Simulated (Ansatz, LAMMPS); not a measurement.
# Glassy 66SiO2-6Al2O3-14Na2O-14Li2O (mol %) (109 atoms): support functions against a reference, part 2 of 3

Wanted: errors and times of a linear-scaling basis for glassy 66SiO2-6Al2O3-14Na2O-14Li2O (mol %) (109 atoms). A setting counts as converged where the r.m.s. difference of forces stays under 1 % of the r.m.s. force.

Ansatz 0.2.0; Kohn-Sham DFT, PBE, PAW (set soft_2), plane waves.

The cell: 23 Si, 4 Al, 10 Na, 10 Li and 62 O. The quench rate of 50 K/ps is many orders above laboratory rates. The network of bonds at the start is that of the classical potential that made the cell. The Brillouin zone is sampled at Γ only, in a cell whose shortest periodic width is 11 Å.

So far. Step 4 (Support functions low): Forces differ from the reference by 0.49 meV/Å r.m.s., 0.057 % of their size, well within a tolerance of 1 %; the energy by -4.1 meV/atom. It took roughly 5.0 times the reference's time (one timing each, with unlike analyses asked), in 13 cycles against 9.

## 5. Support functions medium

With localised support functions most steps grow linearly with size, though the diagonalisation grows faster unless the density matrix is cut; this run measures error and cost at this size. Besides, the program derives a nominal cutoff of 464 eV for this run, against the reference's 420.

This step: Kohn-Sham DFT, PBE, PAW (set soft_2), localised support functions (medium) (Ansatz 0.2.0).

Input file input.yaml:

```yaml
crystal:
  lattice:
    - [11.07229, 0.0, 0.0]
    - [0.0, 11.07229, 0.0]
    - [0.0, 0.0, 11.07229]
  atoms:
    [... the 109 atom lines of step 3 ...]
kpoints:
  mp_grid: { grid: [1, 1, 1] }
hamiltonian:
  xc: pbe
scf:
  occupations: { method: fixed }
  eigensolver: { kind: { support_functions: { accuracy: medium } } }
  max_iter: 150
output:
  forces: true
  eigenvalues: true
```

Command:

```console
$ ansatz run input.yaml --threads 4 --pin off --max-ram 8192MiB --backend cpu --events-out ev --progress --plain --runs-dir out
```

Standard output:

```text
[...]
Warning: basis.ecutwfc = 464 eV, auto-derived: no grid that the accuracy of the support functions lays serves the files at the lower one that their records recommend; a deck with other species or settings can derive another value
[...]
Crystal: 109 atoms, lattice volume = 1357.414 Å³
Basis set: ecut = 464 eV, 31031 PW (Γ), exchange–correlation on 180×180×180 points (8 copies of the dense FFT grid, shifted against one another)
Bands: 358, of which v1, the nominal top of the filled ones, is band 298 counted from 1 (297 counted from 0)
Symmetry: 1 space group operations
k-points: 1
[...]
SCF iter   1: F=—  HF=-68989.359944 eV  |F-HF|=—  |Δ(HF+E_count)|=         —  Δρ=1.10e-1  dr2=1.88e2  ethr=1.00e-1
[...]
SCF iter  13: F=—  HF=-68981.279326 eV  |F-HF|=—  |Δ(HF+E_count)|=   1.37e-3  Δρ=1.52e-5  dr2=6.82e-6  ethr=4.98e-9  κ⁻¹=1.8e-5(r=7)
SCF iter  14: F=-68981.280461 eV  HF=-68981.280461 eV  |F-HF|=3.70e-7  |Δ(HF+E_count)|=   1.14e-3  Δρ=7.43e-6  dr2=1.18e-6  ethr=1.14e-9
SCF 1 converged in 14 iterations: F = -68981.297091 eV  dr2 = 1.18e-6
[...]
SCF converged after 14 iterations
[...]
Free energy (F): -68981.297091 eV
[...]
Internal energy: -68981.297091 eV  (E = F + TS)
E sigma→0 (E₀):  -68981.297091 eV
Fermi energy:    4.726842 eV
[...]
Σ components = -68981.297091   (vs F -68981.297091, Δ=0.00e0)
--- Forces (eV/Å), atoms counted from 1 ---
  atom   1  Si     0.94899202    -0.23280672    -2.10250150
  atom   2  Si     0.06468224    -1.14084729     0.49924337
  atom   3  Si     1.62219435    -2.03760213     0.03002735
  atom   4  Si    -0.57754053     0.49662670     0.70217946
[...]
atom 109  O     -1.61000823    -1.24833907     1.60441315
  max |Σ_I F_I| component: 3.28e-3 eV/Å
--- Band table (eV) ---
[...]
```

The job ended after 3 min (4 threads of Arm Neoverse V2, shared host; peak memory 5.2 GiB).

Keys that differ from the reference: support_functions.accuracy = "medium" and scf.max_iter = 150.

Forces differ from the reference by 0.40 meV/Å r.m.s., 0.046 % of their size, well within a tolerance of 1 %; the energy by -4.1 meV/atom. It took roughly 8.5 times the reference's time (one timing each, with unlike analyses asked), in 14 cycles against 9.

## 6. Support functions medium, spacing 0.33 Å

The grid spacing sets how fine a wave the support functions can hold. Besides, the program derives a nominal cutoff of 464 eV for this run, against the reference's 420.

input.yaml, the sections that differ from step 5:

```yaml
scf:
  occupations: { method: fixed }
  eigensolver: { kind: { support_functions: { accuracy: medium, spacing: 0.33 } } }
  max_iter: 150
# crystal, kpoints, hamiltonian, output: as in step 5
```

Standard output:

```text
[...]
Crystal: 109 atoms, lattice volume = 1357.414 Å³
Basis set: ecut = 464 eV, 31031 PW (Γ), exchange–correlation on 160×160×160 points (8 copies of the dense FFT grid, shifted against one another)
Bands: 358, of which v1, the nominal top of the filled ones, is band 298 counted from 1 (297 counted from 0)
Symmetry: 1 space group operations
k-points: 1
[...]
SCF iter   1: F=—  HF=-68983.134685 eV  |F-HF|=—  |Δ(HF+E_count)|=         —  Δρ=1.09e-1  dr2=1.85e2  ethr=1.00e-1
[...]
SCF iter  15: F=-68979.297547 eV  HF=-68979.297547 eV  |F-HF|=5.90e-8  |Δ(HF+E_count)|=   1.64e-7  Δρ=3.87e-6  dr2=4.40e-7  ethr=3.76e-10
SCF 1 converged in 15 iterations: F = -68979.316782 eV  dr2 = 4.40e-7
[...]
SCF converged after 15 iterations
[...]
Free energy (F): -68979.316782 eV
[...]
Internal energy: -68979.316782 eV  (E = F + TS)
E sigma→0 (E₀):  -68979.316782 eV
Fermi energy:    4.736670 eV
[...]
--- Forces (eV/Å), atoms counted from 1 ---
  atom   1  Si     0.95276675    -0.23533096    -2.10748746
  atom   2  Si     0.06704153    -1.13435554     0.50663268
  atom   3  Si     1.64679181    -2.03406468     0.03623556
  atom   4  Si    -0.58926567     0.51708747     0.70984246
  atom   5  Si     0.09306336    -0.43778715     1.39311645
  atom   6  Si    -0.10616087     0.30319324    -0.56915780
  atom   7  Si    -0.30632602     0.69837975     0.07134691
  atom   8  Si     0.58765837     1.56716419    -0.02648690
  atom   9  Si     0.14551979    -0.35471394     0.90592477
  atom  10  Si    -0.30985051     0.48866114     0.22672819
  atom  11  Si     0.36942000     0.76751675     0.34021215
  atom  12  Si     0.03729671     0.66562183    -2.23838545
  atom  13  Si    -1.11597893    -1.57759340    -1.09168127
  atom  14  Si     0.40425028     0.04193609     0.24999446
[...]
atom 108  O     -0.56745695     0.68929593     1.45801204
  atom 109  O     -1.55583777    -1.27568509     1.58392946
  max |Σ_I F_I| component: 4.36e-1 eV/Å
--- Band table (eV) ---
[...]
```

Run time: 64 s. Hardware: 4 threads; peak memory 2.3 GiB; 4.2 min of CPU time.

The program notes that the forces don't sum to zero within tolerance and the grid leaves an egg-box force.

Forces differ from the reference by 41 meV/Å r.m.s., 4.6 % of their size, over a tolerance of 1 %; the energy by +14 meV/atom and the gap by -0.027 eV. It took roughly 3.1 times the reference's time (one timing each, with unlike analyses asked), in 15 cycles against 9. The setting is coarser than the default on purpose.

## 7. Support functions medium, spacing 0.275 Å

The grid spacing sets how fine a wave the support functions can hold. Besides, the program derives a nominal cutoff of 464 eV for this run, against the reference's 420.

input.yaml, the sections that differ from step 6:

```yaml
scf:
  occupations: { method: fixed }
  eigensolver: { kind: { support_functions: { accuracy: medium, spacing: 0.275 } } }
  max_iter: 150
# crystal, kpoints, hamiltonian, output: as in step 6
```

Standard output:

```text
[...]
Crystal: 109 atoms, lattice volume = 1357.414 Å³
Basis set: ecut = 464 eV, 31031 PW (Γ), exchange–correlation on 160×160×160 points (8 copies of the dense FFT grid, shifted against one another)
Bands: 358, of which v1, the nominal top of the filled ones, is band 298 counted from 1 (297 counted from 0)
Symmetry: 1 space group operations
k-points: 1
[...]
SCF iter   1: F=—  HF=-68989.012082 eV  |F-HF|=—  |Δ(HF+E_count)|=         —  Δρ=1.10e-1  dr2=1.88e2  ethr=1.00e-1
[...]
SCF iter  15: F=-68981.547181 eV  HF=-68981.547181 eV  |F-HF|=1.02e-7  |Δ(HF+E_count)|=   2.87e-9  Δρ=4.01e-6  dr2=5.03e-7  ethr=4.06e-10
SCF 1 converged in 15 iterations: F = -68981.564963 eV  dr2 = 5.03e-7
[...]
SCF converged after 15 iterations
[...]
Free energy (F): -68981.564963 eV
[...]
Internal energy: -68981.564963 eV  (E = F + TS)
E sigma→0 (E₀):  -68981.564963 eV
Fermi energy:    4.726866 eV
[...]
--- Forces (eV/Å), atoms counted from 1 ---
  atom   1  Si     0.94728693    -0.23376518    -2.10248053
  atom   2  Si     0.06392418    -1.14286206     0.49799350
  atom   3  Si     1.62702539    -2.04086004     0.03234187
  atom   4  Si    -0.57801716     0.50099571     0.70322658
  atom   5  Si     0.09966096    -0.42691152     1.39568338
  atom   6  Si    -0.12229825     0.30886726    -0.59133262
  atom   7  Si    -0.30053064     0.72960906     0.07043763
  atom   8  Si     0.59065130     1.57635389    -0.05982088
  atom   9  Si     0.19070779    -0.36463108     0.89442171
  atom  10  Si    -0.30722558     0.48482567     0.23350029
  atom  11  Si     0.38068184     0.74314295     0.36638706
  atom  12  Si     0.06238188     0.65723169    -2.21050259
  atom  13  Si    -1.11850444    -1.61982969    -1.08362967
  atom  14  Si     0.42948072     0.03759273     0.25077365
[...]
atom 108  O     -0.60395409     0.62323491     1.50825563
  atom 109  O     -1.61504879    -1.25166974     1.61013666
  max |Σ_I F_I| component: 3.01e-2 eV/Å
--- Band table (eV) ---
[...]
```

It took 84 s on 4 threads; peak memory 2.9 GiB.

Forces differ from the reference by 2.9 meV/Å r.m.s., 0.33 % of their size, within a tolerance of 1 %; the energy by -6.5 meV/atom. It took roughly 4.0 times the reference's time (one timing each, with unlike analyses asked), in 15 cycles against 9. The setting is coarser than the default on purpose.

## 8. The ladder side by side

Differences are against the plane-wave reference (Kohn-Sham DFT, PBE, PAW (set soft_2), plane waves), whose r.m.s. force component is 0.875 eV/Å. Energies are set beside the reference only for runs with its functional, potentials and electron count. Times are for 4 threads of Arm Neoverse V2, shared host. The reference's time includes the DOS, ELF, the stress and grids, which some other runs skip.

| run | Δ force, r.m.s. (meV/Å) | share of r.m.s. force (%) | Δ energy (meV/atom) | Δ gap (eV) | cycles | time | host memory (GiB) |
| --- | --- | --- | --- | --- | --- | --- | --- |
| reference | - | - | - | - | 9 | 21 s | 1.8 |
| support functions low | 0.494 | 0.0565 | -4.07 | 1.0e-4 | 13 | 1.7 min | 3.7 |
| support functions medium | 0.404 | 0.0462 | -4.09 | 3.0e-4 | 14 | 3 min | 5.2 |
| support functions medium, spacing 0.33 Å | 40.6 | 4.64 | 14.1 | -0.0274 | 15 | 64 s | 2.3 |
| support functions medium, spacing 0.275 Å | 2.91 | 0.332 | -6.55 | 1.0e-4 | 15 | 84 s | 2.9 |

## 9. The reference in detail

The comparisons rest on this run, so its electronic structure is set out here.

Length of the force by element and coordination:

| element | coordination | atoms | mean length of the force (eV/Å) | spread | least | most |
| --- | --- | --- | --- | --- | --- | --- |
| Al | all | 4 | 1.41 | 0.494 | 0.758 | 2.11 |
| Li | all | 10 | 0.820 | 0.296 | 0.293 | 1.22 |
| Na | all | 10 | 0.461 | 0.189 | 0.230 | 0.943 |
| O | all | 62 | 1.58 | 0.679 | 0.357 | 3.01 |
| Si | all | 23 | 1.30 | 0.583 | 0.501 | 2.60 |

Löwdin charges by element and coordination (they lack the spilled electrons, 0.059 e an atom on average):

| element | coordination | atoms | mean charge (e) | spread | least | most |
| --- | --- | --- | --- | --- | --- | --- |
| Al | all | 4 | 1.29 | 0.0434 | 1.22 | 1.34 |
| Li | all | 10 | 0.791 | 0.0148 | 0.77 | 0.819 |
| Na | all | 10 | 0.812 | 0.0169 | 0.780 | 0.836 |
| O | all | 62 | -0.874 | 0.0872 | -1.10 | -0.766 |
| Si | all | 23 | 1.72 | 0.0445 | 1.61 | 1.78 |

Density of states as counts of states in windows of 1 eV (from the Fermi level), total and the larger projections:

| from (eV) | to (eV) | total | O p | Si p | O s |
| --- | --- | --- | --- | --- | --- |
| -18 | -17 | 22.9 | 0.3 | 2.4 | 18.3 |
| -17 | -16 | 1.0 | 0.0 | 0.1 | 0.8 |
| -16 | -15 | 1.4 | 0.0 | 0.2 | 1.1 |
| -15 | -12 | 0.0 | 0.0 | 0.0 | 0.0 |
| -12 | -11 | 2.0 | 1.3 | 0.1 | 0.1 |
| -11 | -10 | 11.5 | 7.7 | 0.6 | 0.6 |
| -10 | -9 | 11.5 | 8.0 | 1.0 | 0.6 |
| -9 | -8 | 18.0 | 13.2 | 2.4 | 0.6 |
| -8 | -7 | 28.4 | 21.9 | 4.9 | 0.3 |
| -7 | -6 | 19.9 | 15.7 | 2.2 | 0.6 |
| -6 | -5 | 44.7 | 37.0 | 3.6 | 1.9 |
| -5 | -4 | 60.7 | 53.3 | 2.9 | 1.6 |
| -4 | -3 | 72.5 | 67.1 | 1.8 | 0.8 |
| -3 | -2 | 65.3 | 61.9 | 1.2 | 0.4 |
| -2 | -1 | 32.2 | 30.8 | 0.4 | 0.2 |
| -1 | 0 | 4.0 | 3.8 | 0.1 | 0.0 |
| 0 | 1 | 1.3 | 1.2 | 0.0 | 0.0 |
| 1 | 2 | 0.0 | 0.0 | 0.0 | 0.0 |
| 2 | 3 | 2.0 | 0.1 | 0.1 | 0.5 |
| 3 | 4 | 4.6 | 0.4 | 0.3 | 0.6 |
| 4 | 5 | 13.2 | 1.3 | 1.5 | 1.8 |

The curve was stored every 0.10 eV, coarse against its broadening of 0.08 eV, so these counts are rough.

With fixed occupations the program's Fermi level is the highest filled level; weight inside the gap is the broadening of levels at its edges.

Between -26 and -18 eV lie 159 more states.

The levels nearest the highest filled one (over half full), pooled over k-points and spins:

| level less the highest filled one (eV) | occupation |
| --- | --- |
| -1.31 | 2 |
| -1.20 | 2 |
| -1.06 | 2 |
| -1.03 | 2 |
| -0.224 | 2 |
| 0 | 2 |
| 2.46 | 0 |
| 3.55 | 0 |
| 3.73 | 0 |
| 4.01 | 0 |
| 4.31 | 0 |
| 4.48 | 0 |

ELF in the bc plane at fractional x = 0.241, with atoms of Si and Al and Li and O within 0.2 Å of it. It is the smooth field of the valence electrons, not physical close to the nuclei.

Ten even steps from '_' (0.00) to '@' (0.97), each cell a mean:
```
__--++######**--__..==****++::..--**%%%%%%##==..______________
..++##%%##%%##++..::**%%%%##==..==####**%%%%**--______________
::++%%%%****%%**..--##%%%%##==..==####**%%%%==..______________
__::**%%%%%%##--____++####**--__::++##%%##==..----____________
____..==****==______..----::..____::====--__++@@@@..__::----..
..______......________..____________________::**==__..++**##++
**::______..--==::......________....________________==##%%%%%%
%%++..____::++++==..________..--++==::__......____..++%%**==%%
##--____..::++**++::________--**####==........____::++%%####%%
==..__....::--==--..______..==##%%##++::..______....--++####**
____............::::..______--++**==::..______::====--::::::::
__..::--::....--**##**++..____..::::----::__::**%%%%##==..____
::==++**++::::##%%##%%%%**..____..--++**==..--##%%%%%%**::____
::++******--::**##==**%%**::____::==******::--##%%%%##++..____
..::==++==....==##%%%%##==..______::--====....--++++--..______
::........____..--++++--....________..::........::..______..::
==::____::++++++==........::..______::----..--++**==..____::==
--::__..**%%##%%%%++....::::..______::::::..==**##**--____..--
....__--##%%****%%**..::--::..____________..--**##**::______..
______::**%%%%%%##==........________________::==++==..________
______..--**####++::__________________________......__________
__________..::::..____________________________________________
____________________________________......____________________
____..::----..______..::::..____..--==++++==::________________
```
Columns run along b (11.1 Å), rows up along c (11.1 Å). Atoms in or near the plane, at fractional coordinates: Si at (0.34, 0.29), Si at (0.71, 0.36), Si at (0.19, 0.53), Al at (0.27, 0.81), Li at (0.75, 0.80), O at (0.94, 0.67), O at (0.31, 0.44), O at (0.62, 0.91).

Electrostatic potential energy in the bc plane at fractional x = 0.241, with atoms of Si and Al and Li and O within 0.2 Å of it. With pseudopotentials it is smooth inside the atoms' cores, unlike the true potential.

Ten even steps from '0' (-40 eV) to '9' (10 eV), each cell a mean:
```
9999899999999999997689999999999
9996337999987899961038999999999
9983005766765899972138998999999
9997446666678999998788756899999
8889986677579999999998423789999
9889986555689999999998645899999
9999998777899999999999888998546
8999998889999999989999999996102
9999888889999998767899999886214
9998644579999997544789999878889
9997200158999998655789999888999
9997200057999999878899997689999
9998632431279999999888873379999
9998888720059999999874455689999
9888999863378999999730015899999
7666899874125899999720005899998
6565788850002799999862247899998
6555763351003799999988788999998
8767830056557899999999999999999
9888974589889999999999999999999
9999999999999999999999999999999
9999999999999999999999999999999
9999988899999999999999999999999
9999999999999999999999999999999
```
Columns run along b (11.1 Å; values clipped at the 3rd and 97th percentile), rows up along c (11.1 Å). Atoms in or near the plane, at fractional coordinates: Si at (0.34, 0.29), Si at (0.71, 0.36), Si at (0.19, 0.53), Al at (0.27, 0.81), Li at (0.75, 0.80), O at (0.94, 0.67), O at (0.31, 0.44), O at (0.62, 0.91).

Forces differ by site in this geometry: O atoms with 5 neighbours bear 2.5 eV/Å on average, against 1.1 eV/Å for those with 2. Mean Löwdin charges: Al +1.29, Li +0.79, Na +0.81, O -0.87, Si +1.72 e (they miss 1.1 % of the electrons, so they add up to more than the cell's charge).

[end of part 2 of 3]

[Long decimals in the printed logs are rounded to 6 places.]

[Logs are printed without paths, hosts, clocks, repeated set-up lines and the standing remarks that a program may print on its own settings, such as how far it seeks lower states.]

[Hosts, paths, dates, database ids (printed as entryN), source tags and the programs' standing remarks are cut or masked in the printed files.]
